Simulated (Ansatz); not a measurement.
# CaZn7: relaxing a made-up structure, part 2 of 2

Starting from a made-up structure for CaZn7, the aim is the relaxed cell, its shortest contacts and, where a second run follows, its electronic structure.

Ansatz 0.2.0; DFT, PBE, plane-wave PAW, files of the set soft_1, scalar-relativistic, no spin, cell and ions relaxed at zero pressure; PAW set soft_1 (the session's first sound run).

So far: The starting structure; Relaxation of the guess.

### 2. Relaxation of the guess (continued)

Relaxation path:

```csv
step,energy less that of the first step (eV),largest force component (eV/Å),pressure (GPa),volume (Å³)
1,0.0000,0.4558,-1.59,146.82
2,-0.1881,0.1191,-0.23,141.92
3,-0.2290,0.1002,0.56,141.00
4,-0.2342,0.0058,-0.26,142.82
5,-0.2352,0.0073,-0.05,142.20
6,-0.2354,0.0013,-0.01,142.04
7*,-0.2326,0.0014,-0.02,142.04
```

Relaxation steps marked * repeat the geometry before them on a plane-wave basis chosen anew for their cell, so energy and pressure can jump there.

Forces are held to the 12 operations that the run works with; a distortion that breaks them can't arise in this run.

```csv
"conventional cell, symmetrised",before,after,change
a (Å),5.995,6.091,+1.6 %
b (Å),5.995,6.091,+1.6 %
c (Å),4.717,4.421,-6.3 %
volume (Å³/atom),18.35,17.76,-3.3 %
```

The atoms that moved most (Å, as changes of fractional coordinates times the final cell):

```csv
atom,dx,dy,dz,length
Zn2,-0.135,-0.078,0.000,0.156
Zn3,0.135,-0.078,0.000,0.156
Zn4,0.000,0.156,0.000,0.156
Zn5,0.000,-0.073,0.000,0.073
Zn6,-0.063,0.036,0.000,0.073
Zn7,0.063,0.036,0.000,0.073
```

This step gave:

- free energy: -25050.1356 eV
- energy at zero smearing: -25050.1247 eV
- smearing term TS: 0.02181 eV
- Fermi energy: 9.472 eV
- electrons: 94
- symmetry operations: 12
- pressure: -0.01984 GPa

The shortest distance of each pair, which need not be the same contact before and after:

```csv
pair,guess (Å),relaxed (Å)
Zn–Zn,2.918,2.741
Ca–Zn,2.937,2.937
Ca–Ca,4.717,4.421
```

The relaxation ends with a largest force component of 0.0014 eV/Å and a pressure of -0.02 GPa.

### 3. Electronic structure of the relaxed cell

With the geometry fixed, one more self-consistent run, with a narrower smearing and the mesh shown in its input, gives the bands, and its pressure, and its forces where symmetry allows any, show how far the geometry depends on these settings.

This step: DFT, PBE, plane-wave PAW, files of the set soft_1, scalar-relativistic, no spin, bands and density of states at the relaxed cell; PAW set soft_1 (Ansatz 0.2.0).

input.yaml

```yaml
crystal:
  lattice:
    - [6.0912246337, 0.0, 0.0]
    - [-3.0456123168, 5.2751552729, 0.0]
    - [0.0, 0.0, 4.4205004728]
  atoms:
    - { symbol: Zn, position: [0.6666666667, 0.3333333333, 0.0] }
    - { symbol: Zn, position: [0.6332923817, 0.8166461908, 0.0] }
    - { symbol: Zn, position: [0.1833538092, 0.8166461908, 0.0] }
    - { symbol: Zn, position: [0.1833538092, 0.3667076183, 0.0] }
    - { symbol: Zn, position: [0.4943130828, -0.0113738344, 0.5] }
    - { symbol: Zn, position: [0.4943130828, 0.5056869172, 0.5] }
    - { symbol: Zn, position: [1.0113738344, 0.5056869172, 0.5] }
    - { symbol: Ca, position: [0.0, 0.0, 0.5] }
kpoints:
  mp_grid: { grid: [6, 6, 8] }
  band_path:
    path:
      - [[0.0, 0.0, 0.0], [0.5, 0.0, 0.0], [0.33333333, 0.33333333, 0.0], [0.0, 0.0, 0.0], [0.0, 0.0, 0.5], [0.5, 0.0, 0.5], [0.33333333, 0.33333333, 0.5], [0.0, 0.0, 0.5]]
      - [[0.5, 0.0, 0.5], [0.5, 0.0, 0.0]]
      - [[0.33333333, 0.33333333, 0.0], [0.33333333, 0.33333333, 0.5]]
    npoints: 8
scf:
  occupations: { method: fermi_dirac, width: 0.03 }
  n_extra_bands: 12
hamiltonian:
  xc: pbe
  pseudopotentials: { kind: paw, azcp: { folder: soft_1 } }
output:
  forces: true
  stress: true
  write_bands: true
  dos: { projected: true }
  write_density: true
  write_potential: true
  elf: true
  volumetric_format: npy
```

Started as:

```console
> ansatz run input.yaml --threads 4 --pin off --max-ram 10240MiB --backend cpu --events-out ev --progress --plain --runs-dir out
```

Numbers of over 12 decimals in the logs are rounded to 6 here.

What it wrote:

```text
[...]
Crystal: 8 atoms, lattice volume = 142.040 Å³
Basis set: ecut = 420 eV, 2781 PW (Γ), exchange–correlation on 90×90×60 points (8 copies of the dense FFT grid, shifted against one another)
Bands: 59, of which v1, the nominal top of the filled ones, is band 47 counted from 1 (46 counted from 0)
Symmetry: 12 space group operations
[...]
k-points: 35 of 288 (time reversal used)
[...]
SCF iter   1: F=—  HF=-25054.638312 eV  |F-HF|=—  |Δ(HF+E_count)|=         —  Δρ=8.83e-2  dr2=2.41e1  ethr=3.10e-3  ⟨swp⟩=8.9  Hψ=10475  notcnv=0  defer=7
[...]
SCF iter  12: F=-25050.108536 eV  HF=-25050.108537 eV  |F-HF|=6.11e-8  |Δ(HF+E_count)|=   1.10e-7  Δρ=7.13e-6  dr2=4.09e-8  ethr=1.06e-10  ⟨swp⟩=14.8  Hψ=15651  notcnv=0
SCF 1 converged in 12 iterations: F = -25050.108536 eV  dr2 = 4.09e-8
[...]
NSCF: frozen V_eff on 75 k-points
SCF converged after 12 iterations
Free energy (F): -25050.108536 eV
[...]
Internal energy: -25050.099935 eV  (E = F + TS)
E sigma→0 (E₀):  -25050.104236 eV
Entropy (-TS):   -0.008601 eV (-1.075 meV/atom)
Fermi energy:    9.460485 eV
[...]
--- Forces (eV/Å), atoms counted from 1 ---
  atom   1  Zn    -0.00000000    -0.00000000     0.00000000
  atom   2  Zn    -0.09561528    -0.05520351     0.00000000
  atom   3  Zn     0.09561528    -0.05520351     0.00000000
  atom   4  Zn     0.00000000     0.11040702     0.00000000
  atom   5  Zn    -0.00000000    -0.01801619     0.00000000
  atom   6  Zn    -0.01560247     0.00900809     0.00000000
  atom   7  Zn     0.01560247     0.00900809     0.00000000
  atom   8  Ca    -0.00000000     0.00000000     0.00000000
  max |Σ_I F_I| component: 1.76e-17 eV/Å
--- Stress (GPa, compression-positive) ---
        0.421213      -0.000000       0.000000
       -0.000000       0.421213       0.000000
        0.000000       0.000000      -0.326648
  P = ⅓ Tr σ = 0.1719 GPa (1.719 kbar)
--- Band table (eV; the first three rows and the last of 35) ---
  k-point 0: bands = [... 43 lower, 7.0207, 7.0207, 7.5245, 8.1473, 9.7404, 11.6353, 11.6353, 13.0576, ... 8 higher]
  k-point 1: bands = [... 43 lower, 6.6800, 7.1238, 7.1238, 8.0016, 10.9575, 10.9575, 10.9939, 12.0070, ... 8 higher]
  k-point 2: bands = [... 43 lower, 6.4904, 7.4247, 7.4247, 8.3111, 9.7033, 9.7033, 10.6323, 10.8368, ... 8 higher]
  k-point 34: bands = [... 43 lower, 5.3185, 5.9883, 9.2663, 9.3211, 9.9636, 10.1109, 10.6694, 11.5508, ... 8 higher]
```

The job ended after 25 s (4 threads of Arm Neoverse V1, shared host; peak memory 0.77 GiB).

Reading the cycles: dr2 is the Hartree energy of the density residual (eV), the measure of convergence; HF is the Harris–Foulkes estimate of the energy, which meets the free energy F at convergence.

Numbers from this step:

```
free energy             : -25050.1085 eV
energy at zero smearing : -25050.1042 eV
smearing term TS        : 0.008601 eV
Fermi energy            : 9.460 eV
pressure                : 0.1719 GPa
```

bands.tsv at the labelled points (eV, zero at the Fermi level; the bands that come nearest the Fermi level along the path):

```tsv
point	band 44	band 45	band 46	band 47	band 48	band 49	band 50	band 51
Γ	-2.44	-2.44	-1.94	-1.31	0.28	2.17	2.17	3.60
M	-0.60	-0.07	-0.03	0.85	0.89	1.30	1.38	1.70
K	-1.33	-0.66	-0.33	0.34	0.97	1.24	1.39	2.13
Γ	-2.44	-2.44	-1.94	-1.31	0.28	2.17	2.17	3.60
A	-1.89	-1.89	-1.67	-1.23	-1.23	-1.19	-0.37	-0.11
L	-3.11	-2.27	-2.10	-1.63	1.23	1.52	1.68	3.19
H	-4.14	-3.47	-0.19	-0.14	0.50	0.65	1.21	2.09
A	-1.89	-1.89	-1.67	-1.23	-1.23	-1.19	-0.37	-0.11
L	-3.11	-2.27	-2.10	-1.63	1.23	1.52	1.68	3.19
M	-0.60	-0.07	-0.03	0.85	0.89	1.30	1.38	1.70
K	-1.33	-0.66	-0.33	0.34	0.97	1.24	1.39	2.13
H	-4.14	-3.47	-0.19	-0.14	0.50	0.65	1.21	2.09
```

Counts of states for the cell as run, both spins, by energy window (eV from the Fermi level):

```
from  to  total
  -8  -7  52.02
  -7  -6  19.41
  -6  -5   1.47
  -5  -4   2.00
  -4  -3   2.16
  -3  -2   2.14
  -2  -1   2.80
  -1   0   2.90
   0   1   3.09
   1   2   3.60
   2   3   2.89
   3   4   3.84
```

A further 9.2 states lie below the table's range.

Force by atom:

```csv
atom,x (eV/Å),y (eV/Å),z (eV/Å),size
Zn1,0.000,0.000,0.000,0.000
Zn2,-0.096,-0.055,0.000,0.110
Zn3,0.096,-0.055,0.000,0.110
Zn4,0.000,0.110,0.000,0.110
Zn5,0.000,-0.018,0.000,0.018
Zn6,-0.016,0.009,0.000,0.018
Zn7,0.016,0.009,0.000,0.018
Ca8,0.000,0.000,0.000,0.000
```

Valence density in the ab plane at fractional z = 0.500, with atoms of Zn and Ca within 0.2 Å of it. It is the smooth field of the valence electrons, not physical close to the nuclei.

Ten steps, logarithmic in the rise over the least value, from '0' (0 e/Å³) to '9' (28 e/Å³), each cell a mean:
```
64200138972000256
42000135531000245
10000122210000122
00000000000000000
00000000000000000
12210000122100000
55310002454100002
98410015985100026
97200137983100148
63100136641000146
21000123210000123
00000011000000011
00000000000000000
11100000001000000
34310000222100002
65410002564100024
66310026995100146
```
Columns run along a (6.1 Å), rows up along b (6.1 Å). Atoms in or near the plane, at fractional coordinates: Zn at (0.49, 0.99), Zn at (0.49, 0.51), Zn at (0.01, 0.51), Ca at (0.00, 0.00).

ELF in the ab plane at fractional z = 0.500, with atoms of Zn and Ca within 0.2 Å of it. It is the smooth field of the valence electrons, not physical close to the nuclei.

Ten even steps from '0' (0.00) to '9' (0.85), each cell a mean:
```
99413210001321699
95123210012421699
31243221224421366
12443222234421111
33222212222331012
21222112212232222
00122221000223321
00122210000223210
00123210001222210
01233210012222210
22443221122222211
33333322222222222
11111233322223332
23310123222223211
89830132211222114
99940221000222159
99821320000231399
```
Columns run along a (6.1 Å), rows up along b (6.1 Å). Atoms in or near the plane, at fractional coordinates: Zn at (0.49, 0.99), Zn at (0.49, 0.51), Zn at (0.01, 0.51), Ca at (0.00, 0.00).

Electrostatic potential energy in the ab plane at fractional z = 0.500, with atoms of Zn and Ca within 0.2 Å of it. With pseudopotentials it is smooth inside the atoms' cores, unlike the true potential.

Ten even steps from '_' (-62 eV) to '@' (11 eV), each cell a mean:
```
..==%%@@@@@@++..__::**@@@@@@##--__
++##@@@@@@%%++----**@@@@@@@@##==--
%%@@@@@@@@@@##**##@@@@@@@@@@%%####
@@@@@@@@@@@@@@@@@@@@@@@@@@@@@@@@@@
@@@@@@@@@@@@@@@@@@@@@@@@@@@@@@@@@@
%%####@@@@@@@@@@%%####%%@@@@@@@@@@
--::++%%@@@@@@##==::==##@@@@@@@@**
____==%%@@@@##--____--%%@@@@@@##::
__::**@@@@@@++..__..++@@@@@@%%==__
::++%%@@@@%%++::::++%%@@@@@@%%==..
##@@@@@@@@@@**++**%%@@@@@@@@%%**++
@@@@@@@@@@@@@@@@@@@@@@@@@@@@@@@@@@
@@@@@@@@@@@@@@@@@@@@@@@@@@@@@@@@@@
%%%%%%@@@@@@@@@@@@@@@@@@@@@@@@@@@@
**++**%%@@@@@@@@##****%%@@@@@@@@%%
..::++%%@@@@@@**--::==##@@@@@@##==
__..**%%@@@@##::____--%%@@@@%%++..
```
Columns run along a (6.1 Å; values clipped at the 3rd and 97th percentile), rows up along b (6.1 Å). Atoms in or near the plane, at fractional coordinates: Zn at (0.49, 0.99), Zn at (0.49, 0.51), Zn at (0.01, 0.51), Ca at (0.00, 0.00).

### 4. Summary of results

```yaml
space_group_relaxed: P-6m2
conventional_cell: a = 6.091, b = 6.091, c = 4.421 Å; α = 90.0°, β = 90.0°, γ = 120.0°
volume_per_atom: 17.76 Å³ (guess 18.35)
```

In words: CaZn7 relaxes to P-6m2 with a = 6.091, b = 6.091 and c = 4.421 Å. The guessed volume was 3 % too large. The space group P-6m2 was held in the relaxation, so the end point is a stationary structure within it and may be a saddle against distortions or other arrangements. Bands cross the Fermi level, so it is a metal or semimetal at this level. On the 6×6×8 mesh with the narrower smearing (relaxed on 5×5×6) the largest force component is 0.110 eV/Å and the largest stress component is 0.421 GPa, against the relaxation's thresholds of 0.015 eV/Å and 0.05 GPa. The cutoff wasn't tested. No dispersion term is used, so weakly bound directions may come out too long. Nothing here tests whether the compound is stable against decomposition.

[Logs are printed without paths, hosts, clocks, repeated set-up lines and the standing remarks that a program may print on its own settings, such as how far it seeks lower states.]

[Hosts, paths, dates, database ids (printed as entryN), source tags and the programs' standing remarks are cut or masked in the printed files.]
